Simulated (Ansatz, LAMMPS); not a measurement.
# Static equation of state of annealed Voronoi polycrystal of C with 5 % Si on C sites (3 grains at the start) (234 atoms)

The cell holds 234 atoms: 222 C and 12 Si. Cell: a = 13.438 Å, b = 11.567 Å, c = 11.357 Å, α = 91.0°, β = 89.4°, γ = 90.5°. It derives from C (diamond C) and Si. The starting structure: 3 grains of diamond C (a = 3.566 Å), 5 % of C replaced at random by Si at random centres and orientations, cut by Voronoi cells in a periodic box, atoms closer than 1.11 Å removed; annealed 20 ps at 3040 K with the Tersoff potential (Tersoff, Phys. Rev. B 39, 5566 (1989)), cooled to 300 K. Minimised at fixed cell.

Calculated with Ansatz 0.2.0: Kohn-Sham DFT, LDA, PAW (set soft_2), plane waves; cutoff 420 eV, Γ point, fermi-dirac smearing of 0.025 eV. Cell and atoms were relaxed first, to V0 = 7.5420 Å³ an atom at a residual P0 = 0.004 GPa. The cell was then scaled evenly, and the atoms were relaxed at each volume.

| volume (Å³/atom) | pressure (GPa) |
| --- | --- |
| 7.0895 | 13.13 |
| 7.3158 | ? |
| 7.7683 | -6.470 |
| 7.9946 | -9.043 |

**Question.** Fit the third-order Birch–Murnaghan equation to the rows given and interpolate to the withheld row.

Worked fit:

Take the Eulerian strain f = ½[(V0/V)^(2/3) − 1] and the normalised pressure F = (P − P0) / [3f(1 + 2f)^(5/2)]. The third-order Birch–Murnaghan equation is then the line F = B0 + (3/2)B0(B′ − 4) f, so u = f and v = F.

```
      u = f  v = F (GPa)
  0.0210563      187.421
-0.00975632      232.340
 -0.0190509      174.444
```

With n = 3: mean u = -0.00258363, mean v = 198.068, Σ(u − ū)² = 8.815e-4, Σ(u − ū)(v − v̄) = -0.10850. Slope b = -0.10850 / 8.815e-4 = -123.09; intercept a = v̄ − b ū = 197.75.

So B0 = a = 198 GPa and B′ = 4 + 2b/(3a) = 3.59. At the withheld volume f = 0.01026, F = a + b f = 196.5 GPa, and P = P0 + 3f(1 + 2f)^(5/2) F.

Prediction at 7.3158: 6.365 GPa. The run gave 7.249 GPa, so the fit is low by 0.88 GPa (12 % of the value).

The series isn't one smooth equation of state: even a line fitted to all rows, the withheld one included, misses F by up to 15.7 % and an atom moves over 0.5 Å in some relaxation. B0 and B′ are then only the numbers of this fit, not moduli of the material. Among the rows given, the largest miss of the fit is at 7.9946, by 1.3 GPa (6.0 % of the range of the table).

Limits: Static cells at zero temperature; the cell shape is held. The program notes that the SCF threshold of these relaxations is loose for the stress. The network of bonds at the start is that of the classical potential that made the cell, and needn't be the one that DFT or experiment would give. Only the Γ point is sampled, in a cell whose shortest periodic width is 11 Å, which is coarse for a cell with partly filled levels.

[Logs are printed without paths, hosts, clocks, repeated set-up lines and the standing remarks that a program may print on its own settings, such as how far it seeks lower states.]

[Hosts, paths, dates, database ids (printed as entryN), source tags and the programs' standing remarks are cut or masked in the printed files.]
